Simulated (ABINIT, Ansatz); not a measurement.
# CsSnI3 (Pm-3m): G0W0 with ABINIT, start to end

How does a plane-wave GW calculation on CsSnI3 (Pm-3m) run from the first input to the gap?

Calculated with ABINIT 10.8.3; PBE and many-body steps on it, plane waves.

Most raw output is cut from this account.

## 1. Set-up

Symmetry: Pm-3m, No. 221, cubic system. Conventional cell: a = 6.286 Å, b = 6.286 Å, c = 6.286 Å, α = 90.00°, β = 90.00°, γ = 90.00°. Nearest to Cs lie 12 I at 4.45 Å. Nearest to Sn lie 6 I at 3.14 Å. Nearest to I lie 2 Sn at 3.14 Å and 4 Cs at 4.45 Å. Farther neighbours and most contacts between anions are not listed.

Structure file:

```cif
data_structure
_symmetry_space_group_name_H-M 'Pm-3m'
_symmetry_Int_Tables_number 221
_cell_length_a 6.2862
_cell_length_b 6.2862
_cell_length_c 6.2862
_cell_angle_alpha 90.000
_cell_angle_beta 90.000
_cell_angle_gamma 90.000
_cell_volume 248.41
loop_
_atom_site_label
_atom_site_type_symbol
_atom_site_symmetry_multiplicity
_atom_site_Wyckoff_symbol
_atom_site_fract_x
_atom_site_fract_y
_atom_site_fract_z
_atom_site_occupancy
Cs1 Cs 1 b 0.50000 0.50000 0.50000 1
Sn1 Sn 1 a 0.00000 0.00000 0.00000 1
I1 I 3 d 0.50000 0.00000 0.00000 1
```

The cell and positions are those that the Materials Project relaxed with its own functionals (PBE, PBE+U or r2SCAN), kept fixed. Spin-orbit coupling is left out unless a step names it.

## 2. Ground state

This step: ABINIT 10.8.3; DFT, PBE, plane waves, norm-conserving pseudopotentials.

The ground-state density comes first.

run.abi reads:

```
acell 3*1.0 Angstrom
rprim 
  6.286228000000 0.000000000000 0.000000000000
  0.000000000000 6.286228000000 0.000000000000
  0.000000000000 0.000000000000 6.286228000000
ntypat 3
znucl 55 50 53
natom 5
typat 1 2 3 3 3
xred 
  0.500000000000 0.500000000000 0.500000000000
  0.000000000000 0.000000000000 0.000000000000
  0.500000000000 0.000000000000 0.000000000000
  0.000000000000 0.000000000000 0.500000000000
  0.000000000000 0.500000000000 0.000000000000
pp_dirpath "pseudos"
pseudos "Cs.upf, Sn.upf, I.upf"
ecut 38
ngkpt 4 4 4
nshiftk 1
shiftk 0 0 0
kptopt 1
chksymbreak 0
nband 59
occopt 1
tolvrs 1e-10
nstep 60
prtwf 0
optforces 0
optstress 0
indata_prefix "in"
outdata_prefix "out"
tmpdata_prefix "tmp"
```

Run with:

```bash
> OMP_NUM_THREADS=1 mpirun -n 8 abinit run.abi > log
```

It took 7.5 min on 8 MPI ranks of AMD EPYC 7R43, shared host; peak memory 1.4 GiB.

This step gave:

- total energy: -32194.1175 eV
- gap: 0.4814 eV
- k of the valence top: 0.5, 0.5, 0.5
- k of the conduction bottom: 0.5, 0.5, 0.5
- least direct gap: 0.4814 eV

The gap is direct, at (0.500, 0.500, 0.500).

## 3. Bands along the symmetry lines

The cheap functional maps the bands first; the places of the edges decide which points the dearer methods must see.

run.abi reads:

```
acell 3*1.0 Angstrom
rprim 
  6.286228000000 0.000000000000 0.000000000000
  0.000000000000 6.286228000000 0.000000000000
  0.000000000000 0.000000000000 6.286228000000
ntypat 3
znucl 55 50 53
natom 5
typat 1 2 3 3 3
xred 
  0.500000000000 0.500000000000 0.500000000000
  0.000000000000 0.000000000000 0.000000000000
  0.500000000000 0.000000000000 0.000000000000
  0.000000000000 0.000000000000 0.500000000000
  0.000000000000 0.500000000000 0.000000000000
pp_dirpath "pseudos"
pseudos "Cs.upf, Sn.upf, I.upf"
ecut 38
iscf -2
irdden 1
kptopt 0
nkpt 50
kpt 
  0.00000000 0.00000000 0.00000000
  0.00000000 0.06250000 0.00000000
  0.00000000 0.12500000 0.00000000
  0.00000000 0.18750000 0.00000000
  0.00000000 0.25000000 0.00000000
  0.00000000 0.31250000 0.00000000
  0.00000000 0.37500000 0.00000000
  0.00000000 0.43750000 0.00000000
  0.00000000 0.50000000 0.00000000
  0.06250000 0.50000000 0.00000000
  0.12500000 0.50000000 0.00000000
  0.18750000 0.50000000 0.00000000
  0.25000000 0.50000000 0.00000000
  0.31250000 0.50000000 0.00000000
  0.37500000 0.50000000 0.00000000
  0.43750000 0.50000000 0.00000000
  0.50000000 0.50000000 0.00000000
  0.43750000 0.43750000 0.00000000
  0.37500000 0.37500000 0.00000000
  0.31250000 0.31250000 0.00000000
  0.25000000 0.25000000 0.00000000
  0.18750000 0.18750000 0.00000000
  0.12500000 0.12500000 0.00000000
  0.06250000 0.06250000 0.00000000
  0.00000000 0.00000000 0.00000000
  0.06250000 0.06250000 0.06250000
  0.12500000 0.12500000 0.12500000
  0.18750000 0.18750000 0.18750000
  0.25000000 0.25000000 0.25000000
  0.31250000 0.31250000 0.31250000
  0.37500000 0.37500000 0.37500000
  0.43750000 0.43750000 0.43750000
  0.50000000 0.50000000 0.50000000
  0.43750000 0.50000000 0.43750000
  0.37500000 0.50000000 0.37500000
  0.31250000 0.50000000 0.31250000
  0.25000000 0.50000000 0.25000000
  0.18750000 0.50000000 0.18750000
  0.12500000 0.50000000 0.12500000
  0.06250000 0.50000000 0.06250000
  0.00000000 0.50000000 0.00000000
  0.50000000 0.50000000 0.50000000
  0.50000000 0.50000000 0.43750000
  0.50000000 0.50000000 0.37500000
  0.50000000 0.50000000 0.31250000
  0.50000000 0.50000000 0.25000000
  0.50000000 0.50000000 0.18750000
  0.50000000 0.50000000 0.12500000
  0.50000000 0.50000000 0.06250000
  0.50000000 0.50000000 0.00000000
istwfk *1
nband 60
nbdbuf 2
tolwfr 1e-08
nstep 40
prtwf 0
prtvol 0
indata_prefix "in"
outdata_prefix "out"
tmpdata_prefix "tmp"
```

Wall time 9.9 min (8 MPI ranks); peak memory 1.8 GiB.

This step gave:

```yaml
gap: 0.4814 eV
k_of_the_valence_top: 0.5, 0.5, 0.5
k_of_the_conduction_bottom: 0.5, 0.5, 0.5
least_direct_gap: 0.4814 eV
```

The gap is 0.481 eV, as in the run before at this level.

The electronic bands at the labelled points (eV, zero at the top of the highest filled band):

| point | band 50 | band 51 | band 52 | band 53 | band 54 | band 55 | band 56 | band 57 |
| --- | --- | --- | --- | --- | --- | --- | --- | --- |
| Γ | -2.09 | -1.95 | -1.95 | -1.95 | 2.37 | 3.37 | 3.37 | 3.72 |
| halfway | -2.16 | -2.02 | -2.02 | -1.96 | 2.90 | 2.94 | 3.69 | 3.83 |
| X | -2.23 | -2.06 | -2.06 | -1.44 | 1.22 | 3.84 | 4.10 | 4.30 |
| halfway | -2.21 | -2.12 | -1.80 | -1.28 | 1.08 | 2.67 | 4.06 | 4.14 |
| M | -2.37 | -2.30 | -1.55 | -0.71 | 0.91 | 0.91 | 3.99 | 4.38 |
| halfway | -2.14 | -2.09 | -1.90 | -1.83 | 2.69 | 2.85 | 3.36 | 3.97 |
| Γ | -2.09 | -1.95 | -1.95 | -1.95 | 2.37 | 3.37 | 3.37 | 3.72 |
| halfway | -2.02 | -1.84 | -1.84 | -1.83 | 2.54 | 2.54 | 2.78 | 3.55 |
| R | -1.54 | -1.54 | -1.54 | 0.00 | 0.48 | 0.48 | 0.48 | 3.22 |
| halfway | -1.94 | -1.85 | -1.74 | -1.20 | 0.91 | 2.42 | 2.63 | 3.81 |
| X | -2.23 | -2.06 | -2.06 | -1.44 | 1.22 | 3.84 | 4.10 | 4.30 |
| jump to R | -1.54 | -1.54 | -1.54 | 0.00 | 0.48 | 0.48 | 0.48 | 3.22 |
| halfway | -1.86 | -1.86 | -1.54 | -0.61 | 0.71 | 0.71 | 2.42 | 3.66 |
| M | -2.37 | -2.30 | -1.55 | -0.71 | 0.91 | 0.91 | 3.99 | 4.38 |

## 4. Empty states on the mesh, 2×2×2 mesh, 302 bands

The sums over transitions need many empty states on a uniform mesh; this step solves for them.

run.abi reads:

```
acell 3*1.0 Angstrom
rprim 
  6.286228000000 0.000000000000 0.000000000000
  0.000000000000 6.286228000000 0.000000000000
  0.000000000000 0.000000000000 6.286228000000
ntypat 3
znucl 55 50 53
natom 5
typat 1 2 3 3 3
xred 
  0.500000000000 0.500000000000 0.500000000000
  0.000000000000 0.000000000000 0.000000000000
  0.500000000000 0.000000000000 0.000000000000
  0.000000000000 0.000000000000 0.500000000000
  0.000000000000 0.500000000000 0.000000000000
pp_dirpath "pseudos"
pseudos "Cs.upf, Sn.upf, I.upf"
ecut 38
ngkpt 2 2 2
nshiftk 1
shiftk 0 0 0
kptopt 1
chksymbreak 0
iscf -2
irdden 1
istwfk *1
nband 302
nbdbuf 26
tolwfr 1e-09
nstep 60
prtvol 0
indata_prefix "in"
outdata_prefix "out"
tmpdata_prefix "tmp"
```

Run time: 13 min. Hardware: 8 MPI ranks; peak memory 1.3 GiB; 1.7 h of CPU time.

This step gave:

| Item | Value |
| --- | --- |
| gap | 0.4814 eV |
| k of the valence top | 0.5, 0.5, 0.5 |
| k of the conduction bottom | 0.5, 0.5, 0.5 |
| least direct gap | 0.4814 eV |
| k points computed | 4 |
| lowest point of the top converged band, above the valence top | 46.66 eV |

On this mesh the gap is 0.481 eV.

## 5. Screening, 2×2×2 mesh, 276 bands, screening to 119.7 eV

The RPA dielectric matrix is built and inverted for each q.

This step: RPA screening on PBE, plane waves, norm-conserving pseudopotentials.

Edit run.abi of step 4 so:

```diff
@@ -23,10 +23,11 @@
 chksymbreak 0
-iscf -2
-irdden 1
 istwfk *1
-nband 302
-nbdbuf 26
-tolwfr 1e-09
-nstep 60
-prtvol 0
+occopt 1
+irdwfk 1
+optdriver 3
+nband 276
+ecuteps 4.4
+inclvkb 2
+awtr 1
+symchi 1
 indata_prefix "in"
```

Wall time 6.4 min (8 MPI ranks); peak memory 7 GiB.

This step gave:

```yaml
eps_infinity_with_local_fields_on_this_mesh_along_the_program_s_q_direction: 108.2
the_same_without_local_fields: 133.7
plasma_frequency: 24.26 eV
plane_waves_in_the_screening_matrix: 739
```

Local fields lower ε∞ by 19 %. The value itself is an artefact of the mesh, where one narrow direct gap carries too much weight.

## 6. Self-energy, 2×2×2 mesh, 276 bands, screening to 119.7 eV

The self-energy is evaluated for the states that the input lists, and the levels follow from it, in one-shot runs by the linearised quasiparticle equation.

This step: G0W0 on PBE, plane waves, norm-conserving pseudopotentials.

Edit run.abi of step 5 so:

```diff
@@ -26,8 +26,17 @@
 irdwfk 1
-optdriver 3
+optdriver 4
 nband 276
+gwcalctyp 0
+ecutsigx 38
+symsigma 1
+nkptgw 2
+kptgw 
+  0.5000000000 0.5000000000 0.5000000000
+  0.0000000000 0.0000000000 0.0000000000
+bdgw 
+  50 56
+  51 56
 ecuteps 4.4
-inclvkb 2
-awtr 1
-symchi 1
+irdscr 1
+ppmodel 1
 indata_prefix "in"
```

The job ended after 1.9 min (8 MPI ranks; peak memory 5.6 GiB; 15 min of CPU time).

This step gave:

* G0W0 gap on the points computed: 0.9320 eV
* starting gap on the mesh: 0.4814 eV
* k of the valence top: 0.5, 0.5, 0.5
* k of the conduction bottom: 0.5, 0.5, 0.5
* Z at the valence top: 0.788
* Z at the conduction bottom: 0.793
* least direct G0W0 gap on the computed points: 0.9320 eV

The gap on the mesh goes from 0.48 eV to 0.93 eV, a correction of +0.45 eV.

Limits: finite bands, cutoff and mesh; no spin-orbit coupling; coarse k mesh. v1 is the top filled band, c1 the lowest empty one. Levels before and after the correction, in eV, zero at the valence-band top of each column:

|  | conduction bottom | valence top |
| --- | --- | --- |
| Kohn-Sham | 0.48 | 0.00 |
| G0W0 | 0.93 | 0.00 |

|  | level | energy (eV) |
| --- | --- | --- |
| Kohn-Sham | (0.5 0.5 0.5) v4-v2 | -1.536 |
| Kohn-Sham | (0.5 0.5 0.5) v1 | 0.000 |
| Kohn-Sham | (0.5 0.5 0.5) c1-c3 | 0.481 |
| G0W0 | (0.5 0.5 0.5) v4-v2 | -1.949 |
| G0W0 | (0.5 0.5 0.5) v1 | 0.000 |
| G0W0 | (0.5 0.5 0.5) c1-c3 | 0.932 |

## 7. Where the time went

Times are wall times on 8 MPI ranks of AMD EPYC 7R43, shared host, good to a factor of about two.

| step | time | share | memory (GiB) |
| --- | --- | --- | --- |
| ground state | 7.5 min | 20 % | 1.4 |
| bands along the symmetry lines | 9.9 min | 26 % | 1.8 |
| empty states on the mesh | 13 min | 33 % | 1.3 |
| screening | 6.4 min | 17 % | 7 |
| self-energy | 1.9 min | 5 % | 5.6 |

## 8. Results

```
PBE gap              : 0.48 eV, direct
G0W0 gap on the mesh : 0.93 eV
GW settings          : 2×2×2 mesh, 276 bands, screening to 119.7 eV, Godby-Needs plasmon pole
known limits         : not at the basis limit; screening runs away on this mesh; no spin-orbit coupling; coarse k mesh
```

In words: G0W0 moves the gap on the mesh from 0.48 eV to 0.93 eV (+0.45 eV), with Z of 0.79 and 0.79 at the edges. Local fields lower the RPA ε∞ on this mesh from 133.72 to 108.22; a Γ-centred mesh this coarse tends to raise both, most where the direct gap is narrow, while a short band sum lowers them. Only 2 of the mesh's irreducible points were corrected, so a valley elsewhere could overtake. Bands and cutoff are finite, so the gap is not at the basis limit. The miss can reach some tenths of an eV and take either sign; the mesh is an error of its own. In the G0W0 run levels were corrected at 2 k points alone, so a gap called «on the mesh» is the least over those, and an edge elsewhere would be missed. The 2×2×2 mesh is coarse for this cell, which bears on the long-range parts of exchange and screening. This is the ideal cubic cell; many perovskites, halides above all, are cubic only on average, and local tilts or off-centring can widen the gap. On this mesh the RPA ε∞ passes 90, more than nearly any semiconductor shows; a coarse mesh does this where one point with a narrow direct gap carries much weight. The screening is then too strong, and the G0W0 gap should not be taken as the material's. The many-body steps are scalar-relativistic: spin-orbit coupling is not in them.

[Paths, hosts, dates, memory and timing lines, banners, echoed tables and standing remarks are left out of the program output.]

[Logs are printed without paths, hosts, clocks, repeated set-up lines and the standing remarks that a program may print on its own settings, such as how far it seeks lower states.]

[Runs of the session that timed out or met a known fault of the program may be left out.]

[Hosts, paths, dates, database ids (printed as entryN), source tags and the programs' standing remarks are cut or masked in the printed files.]

[G0W0 gaps are taken among the corrected bands and points alone; a level outside them can change the order at an edge.]

[Where Ansatz stands beside ABINIT at settings called matched, ABINIT's density can come from a denser mesh and the files from another edition; pairs whose starting gaps differed by over 0.03 eV were left out, so agreement reads better than it is.]
